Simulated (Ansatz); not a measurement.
# What LiY (built on the sites of a database entry of LiIn) distorts into, part 2 of 2

Aim: this structure of LiY (built on the sites of a database entry of LiIn) is to be tested for unstable modes, and one is followed downhill.

Ansatz 0.2.0; DFT PBEsol, scalar-relativistic, plane waves, PAW.

So far, highest frequency on the path or at a solved wavevector (cm⁻¹): step 2 (phonons on a q mesh) 302. Also lowest frequency on the path (cm⁻¹): step 2 -60.6.

The structure was built from a prototype and need not be the compound's stable phase.

## (4) The mode frozen in, largest atomic shift 0.45 Å

The atoms are moved along the unstable eigenvector, the largest shift by 0.45 Å, with the cell fixed.

input.yaml

```yaml
crystal:
  lattice:
    - [0.0, 0.0, -7.3876798796]
    - [7.3876798796, 0.0, 0.0]
    - [3.6938399398, -7.3876798796, -3.6938399398]
  atoms:
    - { symbol: Li, position: [0.5, 0.0, 0.0] }
    - { symbol: Li, position: [0.0, 0.5, 0.0] }
    - { symbol: Li, position: [0.25, 0.25, 0.5] }
    - { symbol: Li, position: [0.75, 0.75, 0.5] }
    - { symbol: Li, position: [0.375, 0.4132740208, 0.75] }
    - { symbol: Li, position: [0.875, 0.8367259792, 0.75] }
    - { symbol: Li, position: [0.0867259792, 0.625, 0.25] }
    - { symbol: Li, position: [0.6632740208, 0.125, 0.25] }
    - { symbol: "Y", position: [0.4695438888, 0.4695438888, 0.0609122224] }
    - { symbol: "Y", position: [0.0304561112, 0.0304561112, -0.0609122224] }
    - { symbol: "Y", position: [0.2804561112, 0.7804561112, 0.4390877776] }
    - { symbol: "Y", position: [0.7195438888, 0.2195438888, 0.5609122224] }
    - { symbol: "Y", position: [0.6827508, 0.625, 0.25] }
    - { symbol: "Y", position: [0.0672492, 0.125, 0.25] }
    - { symbol: "Y", position: [0.375, 0.8172492, 0.75] }
    - { symbol: "Y", position: [0.875, 0.4327508, 0.75] }
kpoints:
  mp_grid: { grid: [6, 6, 6] }
hamiltonian:
  xc: pbesol
scf:
  occupations: { method: methfessel_paxton, width: 0.2 }
output:
  forces: true
  stress: true
  eigenvalues: true
```

Started as:

```bash
$ ansatz run input.yaml --threads 4 --pin off --max-ram 14336MiB --backend cpu --events-out ev --progress --plain --runs-dir out
```

Numbers of over 12 decimals in the logs are rounded to 6 here.

The program printed:

```text
[...]
Crystal: 16 atoms, lattice volume = 403.203 Å³
Basis set: ecut = 420 eV, 7881 PW (Γ), exchange–correlation on 100×100×128 points (8 copies of the dense FFT grid, shifted against one another)
Bands: 72, of which v1, the nominal top of the filled ones, is band 56 counted from 1 (55 counted from 0)
Symmetry: 8 space group operations
[...]
k-point 0: bands = [... 52 lower, 5.8855, 6.2184, 6.3137, 6.3137, 6.5181, 6.5247, 6.5247, 6.5976, ... 12 higher]
  k-point 1: bands = [... 52 lower, 6.1240, 6.1326, 6.3216, 6.3216, 6.5332, 6.5389, 6.5389, 6.5598, ... 12 higher]
  k-point 2: bands = [... 52 lower, 6.0526, 6.2956, 6.2956, 6.4757, 6.6136, 6.6212, 6.6212, 6.6631, ... 12 higher]
  k-point 29: bands = [... 52 lower, 5.8546, 5.8546, 5.9799, 5.9799, 6.5860, 6.5860, 6.8429, 6.8429, ... 12 higher]
[key lines of the parts left out:]
SCF converged after 7 iterations
Free energy (F): -31979.913251 eV
Fermi energy:    6.371696 eV
P = ⅓ Tr σ = -0.1791 GPa (-1.791 kbar)
```

It took 20 s on 4 threads of Arm Neoverse V1, shared host; peak memory 1.3 GiB; 77 s of CPU time.

This step gave:

```
pressure                         : -0.1791 GPa
energy from the undistorted cell : -19.58 meV/atom
```

The energy, extrapolated to zero smearing, is -19.58 meV/atom against the undistorted cell.

The run ends at a pressure of -0.18 GPa, with forces up to 0.22 eV/Å.

## (5) Energy along the mode, all amplitudes (two of the runs are shown above)

An imaginary frequency means negative curvature, so the energy should fall and then rise again as anharmonic terms take over.

This step gave:

```yaml
depth_at_the_lowest_point_sampled: 19.58 meV/atom
largest_atomic_shift_at_that_point: 0.45 Å
```

Energy from the parent against largest atomic shift:

```tsv
largest atomic shift (Å)	energy from the parent (meV/atom)
0.000	0
0.040	-0.32
0.080	-1.26
0.140	-3.75
0.220	-8.54
0.320	-15.3
0.450	-19.6
0.600	-4.17
```

Displacement at unit largest shift by atom:

```tsv
atom	x (Å)	y (Å)	z (Å)	size
Li1	0.00	0.00	0.00	0.00
Li2	0.00	0.00	0.00	0.00
Li3	0.00	0.00	0.00	0.00
Li4	0.00	0.00	0.00	0.00
Li5	0.63	0.00	0.00	0.63
Li6	-0.63	0.00	0.00	0.63
Li7	0.00	0.00	0.63	0.63
Li8	0.00	0.00	-0.63	0.63
Y9	0.00	-1.00	0.00	1.00
Y10	0.00	1.00	0.00	1.00
Y11	0.00	1.00	0.00	1.00
Y12	0.00	-1.00	0.00	1.00
Y13	0.00	0.00	-0.95	0.95
Y14	0.00	0.00	0.95	0.95
Y15	-0.95	0.00	0.00	0.95
Y16	0.95	0.00	0.00	0.95
```

The lowest of the steps tried is at 0.45 Å, 19.6 meV/atom below the parent; the bottom of the well need not coincide with a step.

## (6) Relaxing from the distorted cell

Starting from the lowest point found, all atoms and the cell are let go, so that strain and other modes of the same symmetry can join in.

input.yaml, as its differences from that of step 4:

```diff
@@ -32 +32,6 @@
   eigenvalues: true
+relax:
+  adjacent_minimum: "off"
+  f_tol: 0.002
+  max_steps: 120
+  cell: { stress_tol: 0.03 }
```

The program printed:

```text
[...]
Crystal: 16 atoms, lattice volume = 403.203 Å³
Basis set: ecut = 420 eV, 7881 PW (Γ), exchange–correlation on 100×100×128 points (8 copies of the dense FFT grid, shifted against one another)
Bands: 72, of which v1, the nominal top of the filled ones, is band 56 counted from 1 (55 counted from 0)
Symmetry: 8 space group operations
[...]
k-points: 30 of 216 (time reversal used)
[...]
SCF iter   1: F=—  HF=-31979.919247 eV  |F-HF|=—  |Δ(HF+E_count)|=         —  Δρ=2.95e-3  dr2=4.31e-2  ethr=1.77e-3  ⟨swp⟩=8.2  Hψ=9728  notcnv=0
[...]
SCF iter   7: F=-31979.913251 eV  HF=-31979.913251 eV  |F-HF|=1.31e-8  |Δ(HF+E_count)|=   7.75e-8  S|Δr|=    0.00e0  Δρ=2.00e-6  dr2=2.86e-8  ethr=8.93e-11  ⟨swp⟩=9.3  Hψ=7645  notcnv=0
SCF 1 converged in 7 iterations: F = -31979.913251 eV  dr2 = 2.86e-8
[...]
relax step   1: F+E_penalty+E_count = -31979.91325128 eV  Δ(F+E_penalty+E_count) = +0.000e0 eV  max|allowed force component| = 2.247e-1 eV/Å  Δτ_max = 0.0000 Å  P = -0.179 GPa  Ω = 403.203 Å³  (7 SCF iters, dr2 threshold 1.00e-7 eV, accepted)
Crystal: 16 atoms, lattice volume = 398.098 Å³
Basis set: ecut = 420 eV, 7705 PW (Γ), exchange–correlation on 100×100×128 points (8 copies of the dense FFT grid, shifted against one another)
[...]
SCF iter   6: F=-31979.899648 eV  HF=-31979.899648 eV  |F-HF|=1.01e-7  |Δ(HF+E_count)|=   5.13e-6  S|Δr|=    0.00e0  Δρ=9.40e-6  dr2=4.69e-7  ethr=1.43e-9  ⟨swp⟩=6.7  Hψ=9771  notcnv=0
SCF 2 converged in 6 iterations: F = -31979.899648 eV  dr2 = 4.69e-7
relax step   2: F+E_penalty+E_count = -31979.89964800 eV  Δ(F+E_penalty+E_count) = +1.360e-2 eV  max|allowed force component| = 2.607e-1 eV/Å  Δτ_max = 0.1606 Å  P = +0.045 GPa  Ω = 398.098 Å³  energy of the carried Pulay correction = +1.025e-4 eV  (6 SCF iters, dr2 threshold 1.60e-6 eV, rejected (line search))
Crystal: 16 atoms, lattice volume = 400.056 Å³
Basis set: ecut = 420 eV, 7809 PW (Γ), exchange–correlation on 100×100×128 points (8 copies of the dense FFT grid, shifted against one another)
[...]
SCF iter   9: F=-31979.959872 eV  HF=-31979.959872 eV  |F-HF|=3.64e-12  |Δ(HF+E_count)|=  5.82e-11  S|Δr|=    0.00e0  Δρ=5.25e-8  dr2=1.52e-11  ethr=1.00e-12  ⟨swp⟩=5.7  Hψ=7252  notcnv=0
SCF 3 converged in 9 iterations: F = -31979.959872 eV  dr2 = 1.52e-11
relax step   3: F+E_penalty+E_count = -31979.95987216 eV  Δ(F+E_penalty+E_count) = -4.662e-2 eV  max|allowed force component| = 1.094e-2 eV/Å  Δτ_max = 0.0794 Å  P = -0.060 GPa  Ω = 400.056 Å³  energy of the carried Pulay correction = +6.295e-5 eV  (9 SCF iters, accepted)
[...]
relax step   4: F+E_penalty+E_count = -31979.96028024 eV  Δ(F+E_penalty+E_count) = -4.081e-4 eV  max|allowed force component| = 1.356e-2 eV/Å  Δτ_max = 0.0065 Å  P = -0.039 GPa  Ω = 399.743 Å³  energy of the carried Pulay correction = +6.926e-5 eV  (6 SCF iters, dr2 threshold 1.79e-8 eV, accepted)
[...]
relax step   5: F+E_penalty+E_count = -31979.96074019 eV  Δ(F+E_penalty+E_count) = -4.600e-4 eV  max|allowed force component| = 4.221e-3 eV/Å  Δτ_max = 0.0044 Å  P = -0.017 GPa  Ω = 399.352 Å³  energy of the carried Pulay correction = +7.715e-5 eV  (5 SCF iters, dr2 threshold 1.62e-8 eV, accepted)
[...]
relax step   6: F+E_penalty+E_count = -31979.96078864 eV  Δ(F+E_penalty+E_count) = -4.845e-5 eV  max|allowed force component| = 2.730e-4 eV/Å  Δτ_max = 0.0019 Å  P = -0.002 GPa  Ω = 399.100 Å³  energy of the carried Pulay correction = +8.224e-5 eV  (6 SCF iters, dr2 threshold 1.11e-9 eV, accepted)
[...]
SCF iter   4: F=-31979.960699 eV  HF=-31979.960699 eV  |F-HF|=1.09e-11  |Δ(HF+E_count)|=  7.28e-11  S|Δr|=    0.00e0  Δρ=1.07e-7  dr2=1.78e-11  ethr=1.00e-12  ⟨swp⟩=3.0  Hψ=6512  notcnv=0
SCF 7 converged in 4 iterations: F = -31979.960699 eV  dr2 = 1.78e-11
relax step   7: F+E_penalty+E_count = -31979.96069939 eV  Δ(F+E_penalty+E_count) = +8.925e-5 eV  max|allowed force component| = 2.723e-4 eV/Å  Δτ_max = 0.0000 Å  P = -0.002 GPa  Ω = 399.100 Å³  stress off target by 2.51e-3 GPa  SCF on the basis re-selected at this cell (its energy is not comparable with the rows above)  (4 SCF iters)
basis re-selected at this cell: Δ(F+E_penalty+E_count) = +8.925e-5 eV, ΔP = +0.000 GPa vs the last step (what re-selecting the basis moved, of the pressure what is left beyond the Pulay correction that the steps carried, after the strain that the cell walked since its last selection, with what the two solves' SCF thresholds leave and, on support functions, any second-order correction that the steps lacked; it is no m [...]
SCF converged after 4 iterations
[...]
Free energy (F): -31979.960699 eV
[...]
Internal energy: -31979.986021 eV  (E = F + TS)
E sigma→0 (E₀):  -31979.967030 eV
Entropy (-TS):   0.025322 eV (1.583 meV/atom)
Fermi energy:    6.462450 eV
[...]
--- Forces (eV/Å), atoms counted from 1 ---
  atom   1  Li     0.00000000    -0.00000000    -0.00000000
  atom   2  Li    -0.00000000    -0.00000000    -0.00000000
  atom   3  Li     0.00000000    -0.00000000    -0.00000000
  atom   4  Li    -0.00000000    -0.00000000    -0.00000000
  atom   5  Li     0.00027231     0.00000000    -0.00000000
  atom   6  Li    -0.00027231     0.00000000     0.00000000
  atom   7  Li     0.00000000     0.00000000     0.00027231
  atom   8  Li    -0.00000000     0.00000000    -0.00027231
  atom   9  Y      0.00000000     0.00021073    -0.00000000
  atom  10  Y      0.00000000    -0.00021073    -0.00000000
  atom  11  Y      0.00000000    -0.00021073    -0.00000000
  atom  12  Y     -0.00000000     0.00021073    -0.00000000
  atom  13  Y      0.00000000     0.00000000    -0.00001254
  atom  14  Y     -0.00000000    -0.00000000     0.00001254
  atom  15  Y     -0.00001254    -0.00000000     0.00000000
  atom  16  Y      0.00001254     0.00000000     0.00000000
  max |Σ_I F_I| component: 2.87e-17 eV/Å
--- Stress (GPa, compression-positive) ---
       -0.002512       0.000000      -0.000000
        0.000000      -0.001269      -0.000000
       -0.000000      -0.000000      -0.002512
  P = ⅓ Tr σ = -0.0021 GPa (-0.021 kbar)
--- Band table (eV; the first three rows and the last of 30) ---
  k-point 0: bands = [... 52 lower, 5.9975, 6.3033, 6.3985, 6.3985, 6.5973, 6.5973, 6.6354, 6.7109, ... 12 higher]
  k-point 1: bands = [... 52 lower, 6.2217, 6.2372, 6.4020, 6.4020, 6.6141, 6.6141, 6.6411, 6.6420, ... 12 higher]
  k-point 2: bands = [... 52 lower, 6.1592, 6.3606, 6.3606, 6.5537, 6.6733, 6.6978, 6.6978, 6.7529, ... 12 higher]
  k-point 29: bands = [... 52 lower, 5.9308, 5.9308, 6.0697, 6.0697, 6.6809, 6.6809, 6.9557, 6.9557, ... 12 higher]
--- Relaxed structure (6 steps of the walk, 5 accepted, 1 SCFs on fresh bases) ---
  F+E_penalty+E_count = -31979.96069939 eV   max|allowed force component| = 2.723e-4 eV/Å   (the final SCF, on the basis selected at the relaxed cell)
  cell:  # Å, volume = 399.1003 Å³
    - [0.0, 0, -7.345286]
    - [7.345286, 0, 0.0]
    - [3.672643, -7.397154, -3.672643]
  atoms:
    - { symbol: Li, position: [0.5, 0, 0] }
    - { symbol: Li, position: [0, 0.5, 0] }
    - { symbol: Li, position: [0.250000, 0.250000, 0.500000] }
    - { symbol: Li, position: [0.75, 0.75, 0.500000] }
    - { symbol: Li, position: [0.375, 0.402159, 0.750000] }
    - { symbol: Li, position: [0.875000, 0.847841, 0.750000] }
    - { symbol: Li, position: [0.097841, 0.625000, 0.250000] }
    - { symbol: Li, position: [0.652159, 0.125000, 0.250000] }
    - { symbol: Y, position: [0.467049, 0.467049, 0.065901] }
    - { symbol: Y, position: [0.032951, 0.032951, -0.065901] }
    - { symbol: Y, position: [0.282951, 0.782951, 0.434099] }
    - { symbol: Y, position: [0.717049, 0.217049, 0.565901] }
    - { symbol: Y, position: [0.686558, 0.625000, 0.250000] }
    - { symbol: Y, position: [0.063442, 0.125000, 0.250000] }
    - { symbol: Y, position: [0.375, 0.813442, 0.750000] }
    - { symbol: Y, position: [0.875000, 0.436558, 0.750000] }
```

Wall time 2.7 min (4 threads); peak memory 1.4 GiB.

Relaxation path:

```tsv
step	energy less that of the first step (eV)	largest force component (eV/Å)	pressure (GPa)	volume (Å³)
1	0.0000	0.2247	-0.18	403.20
2	0.0136	0.2607	0.04	398.10
3	-0.0466	0.0109	-0.06	400.06
4	-0.0470	0.0136	-0.04	399.74
5	-0.0475	0.0042	-0.02	399.35
6	-0.0475	0.0003	0.00	399.10
7*	-0.0474	0.0003	0.00	399.10
```

Relaxation steps marked * repeat the geometry before them on a plane-wave basis chosen anew for their cell, so energy and pressure can jump there. Relaxation step 2 was tried and not accepted.

The run keeps the 8 symmetry operations that it works with, so distortions that break them were not tested.

```tsv
conventional cell, symmetrised	before	after	change
a (Å)	7.388	7.345	-0.6 %
b (Å)	7.388	7.345	-0.6 %
c (Å)	14.775	14.794	+0.1 %
volume (Å³/atom)	25.20	24.94	-1.0 %
```

The atoms that moved most (Å, as changes of fractional coordinates times the final cell):

```tsv
atom	dx	dy	dz	length
Li6	0.082	0.000	0.000	0.082
Li7	0.000	0.000	-0.082	0.082
Li8	0.000	0.000	0.082	0.082
Li5	-0.082	0.000	0.000	0.082
Y12	0.000	-0.037	0.000	0.037
Y9	0.000	-0.037	0.000	0.037
Y10	0.000	0.037	0.000	0.037
Y11	0.000	0.037	0.000	0.037
```

The relaxed structure:

```xyz
16
Lattice="0.0000 0.0000 -7.3453 7.3453 0.0000 0.0000 3.6726 -7.3972 -3.6726" Properties=species:S:1:pos:R:3 pbc="T T T"
Li    0.0000    0.0000   -3.6726
Li    3.6726    0.0000    0.0000
Li    3.6726   -3.6986   -3.6726
Li    7.3453   -3.6986   -7.3453
Li    5.7085   -5.5479   -5.5090
Li    8.9821   -5.5479   -9.1816
Li    5.5090   -1.8493   -1.6368
Li    1.8363   -1.8493   -5.7085
Y     3.6726   -0.4875   -3.6726
Y     0.0000    0.4875    0.0000
Y     7.3453   -3.2111   -3.6726
Y     3.6726   -4.1861   -7.3453
Y     5.5090   -1.8493   -5.9611
Y     1.8363   -1.8493   -1.3842
Y     8.7294   -5.5479   -5.5090
Y     5.9611   -5.5479   -9.1816
```

Numbers from this step:

* pressure: -0.002097 GPa
* volume per atom: 24.94 Å³

The distorted start has space group I-42d; the relaxation ends in I-42d.

## (7) Outcome

* unstable mode of the parent: q = (0.25, -0.5, -0.25), 50i cm⁻¹
* depth at the lowest point sampled: 19.6 meV/atom
* largest atomic shift at that point: 0.45 Å
* space group reached (within 0.01 Å): I-42d
* energy gained over the parent (first relaxation, on the mesh of the frozen mode): 22.6 meV/atom
* volume per atom, phase reached: 24.9 Å³

Along this mode the structure falls into I-42d, 22.6 meV/atom below the parent. At the parent's cell the well is 19.58 meV/atom deep on the steps tried, with its lowest point at a shift of 0.45 Å. Relaxing atoms and cell changes the gain by +3.01 meV/atom against the lowest step (energies at zero smearing). The modes of the phase reached were not computed on this path. Of the 6 patterns followed to their end from this parent, this one ends 71.9 meV/atom above the lowest, Pnma. Each path keeps the symmetry of its pattern, so a lower phase may lie along a pattern not tried. With no gap, or one that is small against the smearing, the frequencies hang on the k mesh and the smearing, most of all near Kohn anomalies. The starting cell was built on a prototype and not taken from a measurement, so the phase need not exist.

[Logs are printed without paths, hosts, clocks, repeated set-up lines and the standing remarks that a program may print on its own settings, such as how far it seeks lower states.]

[Hosts, paths, dates, database ids (printed as entryN), source tags and the programs' standing remarks are cut or masked in the printed files.]
